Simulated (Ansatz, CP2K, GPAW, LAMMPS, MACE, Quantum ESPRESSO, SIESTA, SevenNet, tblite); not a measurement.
# GPAW on amorphous Ge (61 atoms): settings against a plane-wave reference, part 2 of 2

Aim: run amorphous Ge (61 atoms) in GPAW and see how near its forces come to a plane-wave reference, and at what cost.

Program: GPAW 26.7.0; the method stands at each step. Banners, paths, timers and routine set-up lines are dropped from the logs unmarked, and long logs keep their key lines alone; longer cuts are marked.

So far. Step 3 (PBE, LCAO dzp, h 0.2 Å, other mixer settings): Against the first run (21 %), the force difference from the reference is 21 %, at 1.3 times the CPU time: another solver or mixer reaches the same state. Step 4 (RPBE, LCAO dzp, h 0.2 Å): Against the first run (21 %), the force difference from the reference is 28 %, at 1.0 times the CPU time; the model has changed, so this is no error of the program alone.

### Step 5. PBE, LCAO sz(dzp), h 0.2 Å

Method: Kohn-Sham DFT, PBE, PAW, atomic orbitals (sz(dzp)).

run.py

```python
import numpy as np
from ase.io import read
from gpaw import GPAW, FermiDirac

atoms = read("structure.xyz")
atoms.calc = GPAW(
    mode="lcao",
    basis="sz(dzp)",
    h=0.2,
    xc="PBE",
    kpts={"size": (1, 1, 1), "gamma": True},
    occupations=FermiDirac(0.05),
    maxiter=200,
    symmetry={"point_group": False},
    txt="gpaw.txt",
)
energy = atoms.get_potential_energy(force_consistent=True)
forces = atoms.get_forces()
print(f"energy {energy:.6f} eV")
print("forces (eV/A)")
for i, (a, f) in enumerate(zip(atoms, forces)):
    print(f"{i:4d} {a.symbol:2s} {f[0]:10.5f} {f[1]:10.5f} {f[2]:10.5f}")
print(f"Fermi level {atoms.calc.get_fermi_level():.4f} eV")
for k in range(len(atoms.calc.get_ibz_k_points())):
    for s in range(atoms.calc.get_number_of_spins()):
        e = atoms.calc.get_eigenvalues(kpt=k, spin=s)
        n = np.searchsorted(e, atoms.calc.get_fermi_level())
        print(f"k {k} spin {s} levels about the Fermi level:", np.round(e[max(n - 6, 0):n], 4).tolist(), "|", np.round(e[n:n + 6], 4).tolist())
```

structure.xyz

```xyz
61
Lattice="11.09880 0.00000 0.00000 0.00000 11.09880 0.00000 0.00000 0.00000 11.09880" Properties=species:S:1:pos:R:3 pbc="T T T"
[... 61 atom lines left out: the same atoms as in the first run ...]
```

On the command line:

```console
$ OMP_NUM_THREADS=1 python run.py > output.txt
```

Output:

```text
energy -233.780540 eV
forces (eV/A)
   0 Ge    0.34829    0.46026   -0.02416
   1 Ge    0.14331   -0.64493    0.51321
   2 Ge   -0.37294   -0.29369   -0.82467
   3 Ge    0.70184    0.34644   -0.39864
   4 Ge   -0.01093   -0.74115   -0.00748
   5 Ge    0.39753   -0.06148   -0.31333
   6 Ge    0.51325    0.04167    0.03265
   7 Ge   -0.25602   -0.07177   -0.56569
   8 Ge    0.15364    0.12695    0.01940
   9 Ge   -0.17356   -0.05806    0.29772
  10 Ge   -0.20943    0.64991    0.08751
  11 Ge    0.33084   -0.15917    0.00005
[...]
56 Ge   -0.50661    0.12905   -0.08164
  57 Ge   -0.34393   -0.02514   -0.26150
  58 Ge   -0.23352   -0.12538   -0.20948
  59 Ge   -0.26950    0.31829    0.03495
  60 Ge    0.14556   -0.00255    0.22233
Fermi level 5.7026 eV
k 0 spin 0 levels about the Fermi level: [5.1409, 5.195, 5.2529, 5.4556, 5.6171, 5.6658] | [5.7095, 5.9006, 6.1239, 6.1737, 6.3266, 6.5222]
```

gpaw.txt:

```text
Input parameters:
  mode=LCAO(),
  basis={'default': 'sz(dzp)'},
  h=0.2,
  kpts=MonkhorstPack(size=(1, 1, 1), gamma=True),
  maxiter=200,
  occupations=Occupations(name='fermi-dirac', width=0.05, fixmagmom=False),
  symmetry=Symmetry(point_group=False),
  xc=XC(name='PBE')
[... lines left out ...]
  Fermi-Dirac:
[... lines left out ...]
convergence criteria:
- Maximum [total energy] change in last 3 cyles: 0.0005 eV / valence electron
[... lines left out ...]
Converged in 14 steps
[... lines left out ...]
  Free energy:    -233.780540
[... lines left out ...]
Fermi level: 5.703
[... lines left out ...]
|          0 |        -7.177 |     2.000 |
|        ... |               |           |
|        114 |         4.879 |     2.000 |
|        115 |         4.912 |     2.000 |
[...]
|        129 |         6.878 |     0.000 |
|        ... |               |           |
|        150 |         8.888 |     0.000 |
Gap: 0.044 eV
Transition (v -> c):
  (s=0, k=0, n=121, [0.00, 0.00, 0.00]) -> (s=0, k=0, n=122, [0.00, 0.00, 0.00])
No difference between direct/indirect transitions
Force computation time: 4.043  # s
timing:  # [seconds]
  Total:  46.744  # ━━━━━━━━━━━━━━━━━━━━━━━━━━━━━━━━━━━━━━━━━━━━━━━━━━━━━━━━━
  Init:    5.507  # ━━━━━━╸
  SCF:    37.173  # ━━━━━━━━━━━━━━━━━━━━━━━━━━━━━━━━━━━━━━━━━━━━━╸
  Forces:  4.043  # ━━━━━
```

It took 48 s on 1 thread of Arm Neoverse V2, shared host; peak memory 1 GiB.

Numbers from this run, and their distance from the reference:

```yaml
r_m_s_force_component: 0.3414 eV/Å
r_m_s_difference_of_force_components: 157.5 meV/Å
longest_difference_of_force_vectors: 506.2 meV/Å
force_difference_over_r_m_s_force: 70.12 %
slope_of_forces_against_the_reference_s: 1.409
correlation_of_force_components: 0.9272
```

This is a coarse setting, run to see what it loses.

Against the first run (21 %), the force difference from the reference is 70 %, at 0.30 times the CPU time, with 244 basis functions against 793: the smaller basis costs accuracy.

### Step 6. The ladder

Differences are against the plane-wave reference, forces as r.m.s. over components; share is that over the reference's r.m.s. force, slope the least-squares factor from reference forces to these. Total energies of different programs have different zeros and aren't compared.

```
                                              run  Δ force, r.m.s. (meV/Å)  share (%)  slope  cores  CPU time  memory (GiB)
                                        reference                        -          -      -      4    10 min           4.0
                      GPAW PBE, LCAO dzp, h 0.2 Å                     47.4       21.1  1.121      1   2.6 min           1.4
GPAW PBE, LCAO dzp, h 0.2 Å, other mixer settings                     47.6       21.2  1.121      1   3.4 min           1.3
                     GPAW RPBE, LCAO dzp, h 0.2 Å                     62.4       27.8  1.158      1   2.6 min           1.4
         GPAW PBE, LCAO sz(dzp), h 0.2 Å (coarse)                      157       70.1  1.409      1      48 s           1.0
```

Rows marked coarse were listed beforehand as settings not expected to be converged; some can still land near the reference.

CPU time is summed over cores on a shared host, where runs went side by side, so it is rough. Symmetry, cutoffs, thresholds, outputs and thread counts weren't matched or tuned between programs; memory under MPI is the largest rank's times the ranks.

Within one program, basis, potentials and functional, energies share a zero. Each run against its twin at the usual cutoff or grid and solver:

```
                                              run               twin  Δ energy (meV/atom)  Δ force, r.m.s. (meV/Å)  CPU time over the twin's
GPAW PBE, LCAO dzp, h 0.2 Å, other mixer settings  LCAO dzp, h 0.2 Å                    0                     1.78                       1.3
```

### Step 7. Outcome

```json
{
  "nearest in forces": "a tie at 21 % of 2 runs: GPAW PBE, LCAO dzp, h 0.2 Å; GPAW PBE, LCAO dzp, h 0.2 Å, other mixer settings"
}
```

**Reading.** The PBE runs in local orbitals, coarse settings apart, differ by 21 % in each run; basis, grid and potentials can all enter. Rows with another functional or a dispersion term differ by 28 % (GPAW RPBE, LCAO dzp, h 0.2 Å), which mixes the change of model with differences of basis and potentials. Runs with settings chosen to be coarse differ by 70 % (GPAW PBE, LCAO sz(dzp), h 0.2 Å), their programs' other errors included. Of the electronic-structure runs that take under half the reference's CPU time, GPAW PBE, LCAO dzp, h 0.2 Å is among the nearest, at 21 % in 2.6 min against 10 min. GPAW PBE, LCAO dzp, h 0.2 Å stiffens the forces by a factor of 1.12 while following their directions (correlation 0.988); the slopes of the 4 GPAW runs lie between 1.12 and 1.41. The potentials hold different valence shells: 854 electrons in the reference, 244 in GPAW; this bears on time and differences. GPAW's setups keep the filled d shell of Ge in the core. The quench rate of 5 K/ps is many orders above laboratory rates, so the cell is likely richer in defects and strain than a real sample. The network of bonds at the start is that of the classical potential that made the cell, and needn't be the one that DFT or experiment would give. The reference's pressure of 5.2 GPa belongs to a cell and atoms that aren't relaxed at this level. The electronic-structure runs sample only Γ, in a cell whose shortest periodic width is 11 Å, which is coarse for a cell with partly filled levels.

[Also dropped from logs without a mark: logging warnings of Python, and SIESTA's first energy breakdown and zero terms.]

[Logs are printed without paths, hosts, clocks, repeated set-up lines and the standing remarks that a program may print on its own settings, such as how far it seeks lower states.]

[Hosts, paths, dates, database ids (printed as entryN), source tags and the programs' standing remarks are cut or masked in the printed files.]
